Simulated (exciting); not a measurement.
Two BSE runs for the F K edge of InF3, space group R-3c. Run A: exciting, all-electron LAPW+lo, LDA, exchange and screened direct term (singlet BSE), 3×3×3 shifted k points, 41 conduction bands, |G+q| up to 3 bohr⁻¹, full RPA screening with nempty = 74, Lorentzian half width 0.45 eV. Run B differs in one setting: k mesh, kernel cutoff, basis, band set, screening or width.

Energy from the Kohn–Sham onset, core level to the lowest empty state found on the meshes used; one zero for both, scaled to A's maximum:

```csv
E (eV),A,B
-6.0,0.01,0.04
-5.5,0.02,0.04
-5.0,0.02,0.05
-4.5,0.02,0.06
-4.0,0.03,0.07
-3.5,0.03,0.09
-3.0,0.05,0.12
-2.5,0.07,0.16
-2.0,0.12,0.21
-1.5,0.25,0.28
-1.0,0.48,0.37
-0.5,0.84,0.42
0.0,0.56,0.43
0.5,0.43,0.40
1.0,0.37,0.38
1.5,0.30,0.36
2.0,0.28,0.36
2.5,0.30,0.39
3.0,0.38,0.45
3.5,0.66,0.52
4.0,0.98,0.56
4.5,0.67,0.56
5.0,0.64,0.52
5.5,0.51,0.49
6.0,0.46,0.46
6.5,0.49,0.43
7.0,0.50,0.40
7.5,0.38,0.37
8.0,0.32,0.33
8.5,0.30,0.30
9.0,0.29,0.28
9.5,0.24,0.25
10.0,0.19,0.22
10.5,0.16,0.20
11.0,0.15,0.19
11.5,0.15,0.18
12.0,0.15,0.17
12.5,0.15,0.17
13.0,0.15,0.17
13.5,0.18,0.17
14.0,0.21,0.17
14.5,0.19,0.17
15.0,0.16,0.16
15.5,0.13,0.15
16.0,0.12,0.14
16.5,0.11,0.14
17.0,0.12,0.14
17.5,0.14,0.14
18.0,0.16,0.15
18.5,0.15,0.15
19.0,0.16,0.15
19.5,0.16,0.15
20.0,0.16,0.15
20.5,0.16,0.15
21.0,0.16,0.15
21.5,0.16,0.15
22.0,0.16,0.14
22.5,0.15,0.14
```

Question: Which is the likeliest?

The half width (eV) from 0.45 to 1.35. The spectrum differs from run A by 28 % r.m.s. The highest maximum lies at 4.2 eV (0.56), against 3.9 eV (1.00). Only the width of each line changes; the area stays. A table step wider than the lines misses their tops. Other settings could leave a like mark; this is the change that was made.

[Banner, clock and machine lines of the logs are left out without a mark of their own.]

[Logs are printed without paths, hosts, clocks, repeated set-up lines and the standing remarks that a program may print on its own settings, such as how far it seeks lower states.]

[Hosts, paths, dates, database ids (printed as entryN), source tags and the programs' standing remarks are cut or masked in the printed files.]
